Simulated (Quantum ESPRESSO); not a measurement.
# KVF3: parallel moments in the primitive cell

Wanted: the size of the moments of KVF3 in the parallel state.

Method: PBEsol with U = 3.2 eV on V d (ortho-atomic projectors); plane waves with GBRV 1.5 PBEsol potentials, no spin-orbit coupling, in Quantum ESPRESSO 7.5.

This is a report of a sequence of runs, with most program output left out.

## (1) Starting point

The structure is cubic, space group Pm-3m (No. 221). Conventional cell: a = 4.131 Å, b = 4.131 Å, c = 4.131 Å, α = 90.00°, β = 90.00°, γ = 90.00°. Nearest to K lie 12 F at 2.92 Å. V has 6 F at 2.07 Å nearest. Nearest to F lie 2 V at 2.07 Å and 4 K at 2.92 Å. Farther neighbours and most contacts between anions are not listed.

The cell comes from the Crystallography Open Database.

## (2) Run 1, typed as ferro +

The signs are those of the starting moments on the seeded atoms, the atoms that are given a moment.

pw.in reads:

```
&CONTROL
  calculation = 'scf'
  prefix = 'pwscf'
  outdir = './tmp'
  pseudo_dir = './pseudo'
  disk_io = 'nowf'
/
&SYSTEM
  ibrav = 0
  nat = 5
  ntyp = 3
  ecutwfc = 40
  ecutrho = 280
  nbnd = 32
  occupations = 'smearing'
  smearing = 'fd'
  degauss = 0.00734986
  nspin = 2
  starting_magnetization(1) = 0
  starting_magnetization(2) = 0.1538
  starting_magnetization(3) = 0
/
&ELECTRONS
  conv_thr = 1d-08
  electron_maxstep = 150
  mixing_beta = 0.3
/
ATOMIC_SPECIES
K      39.0983 k_pbesol_v1.4.uspp.F.UPF
V      50.9415 v_pbesol_v1.4.uspp.F.UPF
F      18.9984 f_pbesol_v1.4.uspp.F.UPF
CELL_PARAMETERS angstrom
   4.1310000000    0.0000000000    0.0000000000
   0.0000000000    4.1310000000    0.0000000000
   0.0000000000    0.0000000000    4.1310000000
ATOMIC_POSITIONS crystal
K       0.0000000000    0.0000000000    0.0000000000
V       0.5000000000    0.5000000000    0.5000000000
F       0.5000000000    0.5000000000    0.0000000000
F       0.0000000000    0.5000000000    0.5000000000
F       0.5000000000    0.0000000000    0.5000000000
K_POINTS automatic
6 6 6 0 0 0
HUBBARD {ortho-atomic}
U V-3d 3.2000
```

Command:

```bash
$ OMP_NUM_THREADS=1 mpirun -n 2 pw.x -nk 2 -in pw.in > pw.out
```

Elapsed: 21 s, on 2 MPI ranks of Arm Neoverse V2, shared host; peak memory 0.24 GiB; 41 s of CPU time.

Spin moment in the atom's sphere by atom:

| atom | spin moment in the atom's sphere (μB) |
| --- | --- |
| K1 | 0.00 |
| V2 | 2.23 |
| F3 | 0.02 |
| F4 | 0.02 |
| F5 | 0.02 |

Numbers from this step:

* smearing term TS: 1.89e-6 eV
* magnetization: 3 μB
* absolute magnetization: 3.055 μB
* final state: ferromagnetic

Spin density in the ac plane at fractional y = 0.500, with atoms of V and F within 0.2 Å of it.

Ten even steps from '0' (-0.1 e/Å³) to '9' (2.3 e/Å³), each cell a mean:
```
00000000000000
00000000000000
00000000000000
00000000000000
00000100100000
00000353410000
00000299300000
00000399500000
00000232310000
00000000000000
00000000000000
00000000000000
00000000000000
00000000000000
```
Columns run along a (4.1 Å), rows up along c (4.1 Å). Atoms in or near the plane, at fractional coordinates: V at (0.50, 0.50), F at (0.50, 0.00), F at (0.00, 0.50).

Valence density in the ac plane at fractional y = 0.500, with atoms of V and F within 0.2 Å of it. It is the smooth field of the valence electrons, not physical close to the nuclei.

Values in e/Å³, 14 rows by 14 columns, each cell a mean:
```
 0  0  0  0  1  3  9 10  5  1  0  0  0  0
 0  0  0  0  0  1  3  4  2  1  0  0  0  0
 0  0  0  0  0  0  1  1  1  0  0  0  0  0
 0  0  0  0  0  0  0  0  0  0  0  0  0  0
 1  1  0  0  0  1  2  2  1  0  0  0  1  1
 6  3  1  0  1  3  8  8  5  1  0  1  2  5
12  6  1  0  1  6  9  7  8  2  0  1  4 10
11  5  1  0  1  5 10  9  8  2  0  1  3  9
 4  2  1  0  1  2  5  6  3  1  0  0  1  3
 1  0  0  0  0  1  1  1  1  0  0  0  0  1
 0  0  0  0  0  0  0  0  0  0  0  0  0  0
 0  0  0  0  0  1  1  1  1  0  0  0  0  0
 0  0  0  0  0  2  5  6  3  1  0  0  0  0
 0  0  0  0  1  4 11 12  6  1  0  0  0  0
```
Columns run along a (4.1 Å), rows up along c (4.1 Å). Atoms in or near the plane, at fractional coordinates: V at (0.50, 0.50), F at (0.50, 0.00), F at (0.00, 0.50).

## (3) Run 2 (no spin polarisation)

pw.in, as its differences from that of step 2:

```diff
@@ -13,3 +13,3 @@
   ecutrho = 280
-  nbnd = 32
+  nbnd = 31
   occupations = 'smearing'
@@ -17,6 +17,2 @@
   degauss = 0.00734986
-  nspin = 2
-  starting_magnetization(1) = 0
-  starting_magnetization(2) = 0.1538
-  starting_magnetization(3) = 0
 /
```

Run time: 12 s. Hardware: 2 MPI ranks; peak memory 0.19 GiB.

Numbers from this step:

| Quantity | Value |
| --- | --- |
| smearing term TS | 0.2210 eV |
| final state | non-magnetic (no spin polarisation) |

## (4) The states side by side

An order is kept where moments of 0.15 μB or more survive with the typed signs; meshes match where a doubled cell samples the same k points as the first cell.

Orders:

| start | final state | typed order kept | energy over the lowest (meV a seeded atom) | largest site moment (μB) | net moment (μB a cell of the first run) | mesh matched | CPU time (s) |
| --- | --- | --- | --- | --- | --- | --- | --- |
| ferro + | ferromagnetic | yes | 0 | 2.229 | 3 | yes | 41.43 |
| no spin polarisation | non-magnetic | - | 3431 | 0 | 0 | yes | 23.27 |

## (5) The lowest state again, with its states saved

pw.in, as its differences from that of step 3:

```diff
@@ -5,3 +5,3 @@
   pseudo_dir = './pseudo'
-  disk_io = 'nowf'
+  disk_io = 'low'
 /
@@ -9,2 +9,3 @@
   ibrav = 0
+  celldm(1) = 8
   nat = 5
@@ -13,3 +14,3 @@
   ecutrho = 280
-  nbnd = 31
+  nbnd = 36
   occupations = 'smearing'
@@ -17,2 +18,6 @@
   degauss = 0.00734986
+  nspin = 2
+  starting_magnetization(1) = 0
+  starting_magnetization(2) = 0.1538
+  starting_magnetization(3) = 0
 /
@@ -27,6 +32,6 @@
 F      18.9984 f_pbesol_v1.4.uspp.F.UPF
-CELL_PARAMETERS angstrom
-   4.1310000000    0.0000000000    0.0000000000
-   0.0000000000    4.1310000000    0.0000000000
-   0.0000000000    0.0000000000    4.1310000000
+CELL_PARAMETERS alat
+   0.9758073276036    0.0000000000000    0.0000000000000
+   0.0000000000000    0.9758073276036    0.0000000000000
+   0.0000000000000    0.0000000000000    0.9758073276036
 ATOMIC_POSITIONS crystal
```

The job ended after 22 s (2 MPI ranks; peak memory 0.24 GiB).

Read from the output:

| Quantity | Value |
| --- | --- |
| smearing term TS | 1.89e-6 eV |
| magnetization | 3 μB |
| absolute magnetization | 3.055 μB |
| final state | ferromagnetic |
| largest moment | 2.229 μB |

## (6) Löwdin moments

projwfc.x projects the saved states on orthogonalised atomic orbitals of the pseudopotential files.

The job ended after 1.5 s (2 MPI ranks; peak memory 0.1 GiB).

| atom | moment in the sphere (μB) | Löwdin moment (μB) | Löwdin charge (e) |
| --- | --- | --- | --- |
| K1 | 0.004 | 0.009 | 8.609 |
| V2 | 2.229 | 2.934 | 11.721 |
| F3 | 0.021 | 0.014 | 7.517 |
| F4 | 0.021 | 0.014 | 7.517 |
| F5 | 0.021 | 0.014 | 7.517 |

## (7) Occupations of the corrected shells in the lowest state

Occupations of the Hubbard shells:

| block | type | shell | spin | electrons | occupation numbers |
| --- | --- | --- | --- | --- | --- |
| 2 | V | 3d | up | 3.224 | 0.117 0.117 0.997 0.997 0.997 |
| 2 | V | 3d | down | 0.3056 | 0.036 0.036 0.036 0.098 0.098 |

## (8) Outcome

| Property | Result |
| --- | --- |
| state found | ferromagnetic (from ferro +) |
| largest site moment | 2.23 μB |
| state without moments (under the same U) | 3431 meV a seeded atom higher |

In words: Under a U the spinless run pays the Hubbard penalty of a partly filled shell, so its energy overstates what forming the moments gains. The largest moment reads 2.23 μB in the sphere and 2.93 μB by Löwdin projection; a site moment hangs on how space is shared out. No opposed start was run, so this says nothing of the order that the crystal takes. Energies are free energies at an electronic temperature of 1160 K, which lowers moments and differences where the moments are itinerant. In another run degenerate orbitals of a corrected shell are partly filled, so under the U its energy may be too high.

[Logs and program files are shortened in this print: banners, set-up blocks, solver, clock and traceback lines can be left out without a mark of their own.]

[Logs are printed without paths, hosts, clocks, repeated set-up lines and the standing remarks that a program may print on its own settings, such as how far it seeks lower states.]

[Hosts, paths, dates, database ids (printed as entryN), source tags and the programs' standing remarks are cut or masked in the printed files.]

[Where a cell is said to come from a database of computed structures, the database is the Materials Project.]
